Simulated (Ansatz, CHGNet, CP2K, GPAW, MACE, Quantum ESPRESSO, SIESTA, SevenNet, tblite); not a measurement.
# Σ7 (111) twist boundary in a MgS-YS solid solution (84 atoms) in CP2K

Wanted: CP2K inputs and outputs for Σ7 (111) twist boundary in a MgS-YS solid solution (84 atoms), checked against a plane-wave reference.

Main program and level: CP2K 2026.2; the method is named at each step.

## Step 1: The structure

The cell holds 84 atoms: 38 Mg, 42 S and 4 Y. Cell: a = 9.782 Å, b = 9.782 Å, c = 19.373 Å, α = 90.0°, β = 90.0°, γ = 120.0°. Rock-salt MgS lattice (a = 5.2289 Å, the value set for the mixture); two grains turned against each other by 38.21 deg about [111]; 1 x 1 coincidence cells, 1 lattice periods a grain, two boundaries a cell, upper grain shifted by [0, 0] of the boundary cell and opened by 0.63 Å, no atom removed; 4 of 42 Mg sites given to Y at random (lattice constant by Vegard's rule between MgS and YS); not relaxed, displaced by a Gaussian of 0.02 Å. Then every atom was moved at random, 0.05 Å r.m.s. a Cartesian component. Regions: lower grain, 42 atoms (20 Mg, 21 S and 1 Y); upper grain, 42 atoms (18 Mg, 21 S and 3 Y). The structure's axis is c.

The yardstick, on the same geometry:

- method: Kohn-Sham DFT, PBE, PAW, plane waves (Ansatz 0.2.0); cutoff 420 eV, Γ point, fermi-dirac smearing of 0.05 eV; PAW set soft_2
- r.m.s. force component: 0.7989 eV/Å
- longest force: 6.331 eV/Å
- pressure: 3.067 GPa
- SCF cycles: 14
- time: 26 s on 4 threads of Intel Xeon Platinum 8259CL at 2.50GHz (Skylake/Cascade Lake), shared host
- CPU time: 94 s

## Step 2: PBE, DZVP-MOLOPT-SR, 420/50 Ry, diagonalisation

Method: Kohn-Sham DFT, PBE, GTH-PBE pseudopotentials, Gaussian and plane waves, DZVP-MOLOPT-SR-GTH, diagonalisation.

input.inp

```
&GLOBAL
  PROJECT cell
  RUN_TYPE ENERGY_FORCE
  PRINT_LEVEL LOW
&END GLOBAL
&FORCE_EVAL
  METHOD QS
  STRESS_TENSOR ANALYTICAL
  &DFT
    BASIS_SET_FILE_NAME BASIS_MOLOPT
    POTENTIAL_FILE_NAME GTH_POTENTIALS
    &MGRID
      CUTOFF 420
      REL_CUTOFF 50
    &END MGRID
    &QS
      EPS_DEFAULT 1.0E-12
    &END QS
    &SCF
      SCF_GUESS ATOMIC
      EPS_SCF 5.0E-06
      MAX_SCF 200
      ADDED_MOS 54
      &DIAGONALIZATION
        ALGORITHM STANDARD
      &END DIAGONALIZATION
      &SMEAR ON
        METHOD FERMI_DIRAC
        ELECTRONIC_TEMPERATURE [K] 580
      &END SMEAR
      &MIXING
        METHOD BROYDEN_MIXING
        ALPHA 0.15
        NBROYDEN 12
      &END MIXING
      &PRINT
        &RESTART OFF
        &END RESTART
      &END PRINT
    &END SCF
    &XC
      &XC_FUNCTIONAL PBE
      &END XC_FUNCTIONAL
    &END XC
    &PRINT
      &MULLIKEN ON
      &END MULLIKEN
      &HIRSHFELD ON
        SHAPE_FUNCTION DENSITY
      &END HIRSHFELD
      &MO ON
        EIGENVALUES T
        OCCUPATION_NUMBERS T
        MO_INDEX_RANGE 327 350
        &EACH
          QS_SCF 0
        &END EACH
        ADD_LAST NUMERIC
      &END MO
    &END PRINT
  &END DFT
  &SUBSYS
    &CELL
      A 9.78238 0.00000 0.00000
      B -4.89119 8.47179 0.00000
      C 0.00000 0.00000 19.37344
    &END CELL
    &COORD
      SCALED
      Mg 0.86032 0.56704 0.00142
      S 0.09355 0.61765 0.08324
      Mg 0.71029 0.13320 0.00136
      S 0.95521 0.19767 0.07908
      Mg 0.91015 0.37802 0.16022
      S 0.13000 0.42232 0.23020
      Mg 0.96172 0.18732 0.31446
      S 0.19225 0.23527 0.39019
      Mg 0.57595 0.71569 0.99879
      S 0.81071 0.75726 0.08045
      Mg 0.76009 0.95588 0.15395
      S 0.00070 0.99762 0.23620
      Mg 0.42806 0.29407 0.00082
      S 0.65211 0.33422 0.07754
      Mg 0.61105 0.52393 0.15720
      S 0.86844 0.57963 0.23827
      Mg 0.80245 0.75967 0.31083
      S 0.04674 0.80861 0.38617
      Y 0.47522 0.08976 0.16249
      S 0.71069 0.13049 0.23110
      Mg 0.67026 0.33786 0.30936
      S 0.89715 0.38024 0.38989
      Mg 0.29117 0.86271 0.00132
      S 0.51525 0.89930 0.07946
      Mg 0.14988 0.42884 0.99664
      S 0.37401 0.47270 0.07556
      Mg 0.33950 0.67146 0.15052
      S 0.58238 0.72759 0.23132
      Mg 0.52171 0.90444 0.31652
      S 0.75270 0.94980 0.38606
      Mg 0.99909 0.00148 0.99886
      S 0.23732 0.04657 0.07596
      Mg 0.19427 0.24025 0.15361
      S 0.43640 0.29439 0.23228
      Mg 0.39601 0.48345 0.31793
      S 0.60190 0.51622 0.38781
      Mg 0.24464 0.05326 0.31799
      S 0.46654 0.09186 0.39378
      Mg 0.06020 0.81486 0.15259
      S 0.28119 0.85389 0.23238
      Mg 0.08945 0.62685 0.31040
      S 0.33214 0.65607 0.38773
      Mg 0.57001 0.86837 0.49643
      S 0.80290 0.04869 0.58547
      Mg 0.71518 0.57277 0.49735
      S 0.93998 0.75115 0.57635
      Mg 0.76053 0.81055 0.66117
      S 0.99793 0.00365 0.73305
      Mg 0.86561 0.28551 0.49886
      S 0.09673 0.47729 0.57740
      Mg 0.90440 0.52148 0.65761
      S 0.15151 0.71542 0.72936
      Mg 0.95606 0.76293 0.81310
      S 0.18249 0.94908 0.88493
      Mg 0.13704 0.70990 0.49968
      S 0.38696 0.88961 0.57983
[... 24 atom lines left out ...]
      Mg 0.10763 0.48054 0.81133
      S 0.32722 0.66278 0.89039
      Mg 0.23475 0.18084 0.81300
      S 0.48926 0.38218 0.89207
    &END COORD
    &KIND Mg
      BASIS_SET DZVP-MOLOPT-SR-GTH-q10
      POTENTIAL GTH-PBE-q10
    &END KIND
    &KIND S
      BASIS_SET DZVP-MOLOPT-SR-GTH-q6
      POTENTIAL GTH-PBE-q6
    &END KIND
    &KIND Y
      BASIS_SET DZVP-MOLOPT-SR-GTH-q11
      POTENTIAL GTH-PBE-q11
    &END KIND
  &END SUBSYS
  &PRINT
    &FORCES ON
    &END FORCES
    &STRESS_TENSOR ON
    &END STRESS_TENSOR
  &END PRINT
&END FORCE_EVAL
```

Command:

```console
OMP_NUM_THREADS=2 cp2k.psmp -i input.inp > output.txt
```

Numbers of over 12 decimals in the logs are rounded to 6 here.

What it wrote:

```text
CP2K| version string:                                       CP2K version 2026.2
 CP2K| Input file name                                                 input.inp
 GLOBAL| Basis set file name                                        BASIS_MOLOPT
 GLOBAL| Potential file name                                      GTH_POTENTIALS
 GLOBAL| Run type                                                   ENERGY_FORCE
 GLOBAL| Total number of message passing processes                             1
 GLOBAL| Number of threads for this process                                    2
 TOTAL NUMBERS AND MAXIMUM NUMBERS
  Total number of            - Atomic kinds:                                   3
                             - Atoms:                                         84
                             - Shell sets:                                    84
                             - Shells:                                       432
                             - Primitive Cartesian functions:                462
                             - Cartesian basis functions:                   1054
                             - Spherical basis functions:                    992
  Maximum angular momentum of- Orbital basis functions:                        3
                             - Local part of the GTH pseudopotential:          2
                             - Non-local part of the GTH pseudopotential:      4
 SCF PARAMETERS         Density guess:                                    ATOMIC
                        max_scf:                                             200
                        eps_scf:                                        5.00E-06
                        added MOs                                        54    0
                        Mixing method:                            BROYDEN_MIXING
                                                charge density mixing in g-space
                        Smear method:                                FERMI_DIRAC
                        Electronic temperature [K]:                        580.0
                        Electronic temperature [a.u.]:                  1.84E-03
                        Accuracy threshold:                             1.00E-10
 Extrapolation method: initial_guess
 Number of electrons:                                                        676
 Number of occupied orbitals:                                                338
 Number of molecular orbitals:                                               392
 Number of orbital functions:                                                992
 Number of independent orbital functions:                                    992
 SCF WAVEFUNCTION OPTIMIZATION
  Step     Update method      Time    Convergence         Total energy    Change
     1 NoMix/Diag. 0.15E+00   11.9     1.84334684     -2997.6995773615 -3.00E+03
     2 Broy./Diag. 0.15E+00   20.5     0.16778325     -2976.5246335178  2.12E+01
     3 Broy./Diag. 0.15E+00   19.2     0.60577691     -2984.3870530751 -7.86E+00
     4 Broy./Diag. 0.15E+00   19.8     0.28069747     -2991.0643382495 -6.68E+00
[...]
17 Broy./Diag. 0.15E+00   19.9     0.00002639     -2990.7798326774  1.49E-04
    18 Broy./Diag. 0.15E+00   20.3     0.00000164     -2990.7797402344  9.24E-05
  *** SCF run converged in    18 steps ***
  Electronic density on regular grids:       -676.0001221737       -0.0001221737
  Core density on regular grids:              675.9999999996       -0.0000000004
  Total charge density on r-space grids:       -0.0001221740
  Total charge density g-space grids:          -0.0001221740
  Overlap energy of the core charge distribution:               9.4772e-10
  Self energy of the core charge distribution:              -6864.155794
  Core Hamiltonian energy:                                   1937.352008
  Hartree energy:                                            2381.592470
  Exchange-correlation energy:                               -445.562339
  Electronic entropic energy:                                  -0.00608537
  Fermi energy:                                                 0.288891
  Total energy:                                             -2990.779740
  Total energy (extrapolated to T->0):                      -2990.776698
 MO| EIGENVALUES AND OCCUPATION NUMBERS
 MO|
 MO|  Index      Eigenvalue [a.u.]        Eigenvalue [eV]             Occupation
 MO|    327               0.181308               4.933631               2.000000
 MO|    328               0.182687               4.971161               2.000000
 MO|    329               0.183754               5.000202               2.000000
[...]
MO|    349               0.316289               8.606651               0.000001
 MO|    350               0.317667               8.644147               0.000000
 MO| Sum:                                                             676.000000
 MO| E(Fermi):            0.288891 a.u.          7.861134 eV
 !-----------------------------------------------------------------------------!
                     Mulliken Population Analysis
 #  Atom  Element  Kind  Atomic population                           Net charge
       1     Mg       1          9.216912                              0.783088
       2     S        2          6.728748                             -0.728748
       3     Mg       1          9.316154                              0.683846
[...]
83     Mg       1          9.322586                              0.677414
      84     S        2          6.622771                             -0.622771
 # Total charge                            676.000000                  0.000000
 !-----------------------------------------------------------------------------!
 !-----------------------------------------------------------------------------!
                           Hirshfeld Charges
  #Atom  Element  Kind  Ref Charge     Population                    Net charge
      1       Mg     1      10.000          9.650                         0.350
      2       S      2       6.000          6.290                        -0.290
      3       Mg     1      10.000          9.654                         0.346
[...]
83       Mg     1      10.000          9.718                         0.282
     84       S      2       6.000          6.364                        -0.364
  Total Charge                                                           -0.000
 !-----------------------------------------------------------------------------!
 ENERGY| Total FORCE_EVAL ( QS ) energy [hartree]          -2990.779616
 FORCES| Atomic forces [hartree/bohr]
 FORCES|   Atom     x               y               z               |f|
 FORCES|      1 -1.82608791E-04  3.04842847E-02 -1.46212002E-03   3.05198747E-02
 FORCES|      2  2.18269403E-03  5.31186941E-04 -2.43058279E-02   2.44094159E-02
 FORCES|      3 -5.36560070E-02  1.70830100E-03  6.58495925E-03   5.40855533E-02
[...]
FORCES|     83  1.03792182E-01 -4.32819106E-02  8.35583393E-02   1.40100453E-01
 FORCES|     84 -1.20392648E-02  1.12071965E-02 -2.68901669E-02   3.15218373E-02
 FORCES| Sum     1.34269776E-01 -3.33744581E-01 -2.53420355E-01
 FORCES| Total atomic force                                       4.40040560E-01
 STRESS| Analytical stress tensor [bar]
 STRESS|                        x                   y                   z
 STRESS|      x        6.64072748250E+04  -5.40834742680E+03   2.02543437060E+03
 STRESS|      y       -5.40834742680E+03   4.93637031750E+04   5.13061221496E+03
 STRESS|      z        2.02543437060E+03   5.13061221496E+03   2.64080954568E+04
 STRESS| 1/3 Trace                                             4.73930244856E+04
```

Elapsed: 6.8 min, on 2 threads of Intel Xeon Platinum 8259CL at 2.50GHz (Skylake/Cascade Lake), shared host; peak memory 3.2 GiB; 13 min of CPU time.

Banners, paths, timers and routine set-up lines are dropped from the logs unmarked, and long logs keep their key lines alone; longer cuts are marked.

Numbers from this run, and their distance from the reference:

```yaml
r_m_s_force_component: 1.886 eV/Å
r_m_s_difference_of_force_components: 1683 meV/Å
longest_difference_of_force_vectors: 8895 meV/Å
force_difference_over_r_m_s_force: 210.7 %
slope_of_forces_against_the_reference_s: 1.066
correlation_of_force_components: 0.4523
pressure: 4.739 GPa
pressure_difference: 1.673 GPa
```

This is a coarse setting, run to see what it loses.

Length of the force difference by element (eV/Å):

```csv
element,atoms,mean,most
Mg,38,4.0,8.9
S,42,0.12,0.28
Y,4,0.13,0.26
```

The surroundings of Mg57, which bears the longest force, nearest first, numbered as they follow in the input and with coordinates relative to it.

| atom | x | y | z | distance (Å) | bonds | Hirshfeld charge (e) | Fx | Fy | Fz (eV/Å) |
| --- | --- | --- | --- | --- | --- | --- | --- | --- | --- |
| Mg57 | 0.00 | 0.00 | 0.00 | 0.00 | 6 | 0.32 | 7.44 | -4.48 | -2.03 |
| S78 | -0.66 | 1.92 | -1.57 | 2.57 | 6 | -0.27 | -0.51 | 0.62 | 0.92 |
| S52 | 0.83 | -2.00 | 1.48 | 2.63 | 6 | -0.26 | -1.32 | 0.00 | 0.67 |
| S48 | -2.08 | 0.44 | 1.56 | 2.63 | 6 | -0.26 | 1.22 | -0.49 | -0.98 |
| S58 | 1.48 | 1.55 | 1.56 | 2.65 | 6 | -0.28 | -0.23 | 0.41 | -0.62 |
| S46 | -1.41 | -1.70 | -1.48 | 2.66 | 6 | -0.29 | 0.25 | 0.14 | -0.25 |
| S56 | 2.29 | -0.53 | -1.41 | 2.74 | 6 | -0.25 | -1.64 | 1.53 | -1.48 |
| Mg79 | -2.67 | 2.46 | 0.01 | 3.63 | 6 | 0.29 | -4.81 | 0.65 | -4.00 |
| Mg71 | 3.46 | 1.11 | 0.09 | 3.63 | 6 | 0.30 | -0.68 | 3.63 | -3.63 |

Forces lie 211 % from the reference's, at 8.0 times its CPU time (on 2 against 4 cores).

The difference per atom is largest on Mg (4.0 eV/Å on average, against 0.13 on Y). The forces add up to 23 eV/Å instead of zero, usually a sign of too coarse a grid.

## Step 3: What came out

| Item | Value |
| --- | --- |
| force difference from the reference | CP2K PBE, DZVP-MOLOPT-SR, 420/50 Ry, diagonalisation (coarse), 211 % |
| its CPU time | 13 min |

**Reading.** Runs with settings chosen to be coarse differ by 211 % (CP2K PBE, DZVP-MOLOPT-SR, 420/50 Ry, diagonalisation), their programs' other errors included. In pressure, CP2K PBE, DZVP-MOLOPT-SR, 420/50 Ry, diagonalisation misses by +1.7 GPa, at the same functional. The host structure and its lattice constant were typed by rule, without a check against the phase diagram. The reference's pressure of 3.1 GPa belongs to a cell and atoms that aren't relaxed at this level. The electronic-structure runs sample only Γ, in a cell whose shortest periodic width is 8 Å, which is coarse for a cell with partly filled levels.

[Also dropped from logs without a mark: logging warnings of Python, and SIESTA's first energy breakdown and zero terms.]

[Logs are printed without paths, hosts, clocks, repeated set-up lines and the standing remarks that a program may print on its own settings, such as how far it seeks lower states.]

[Hosts, paths, dates, database ids (printed as entryN), source tags and the programs' standing remarks are cut or masked in the printed files.]
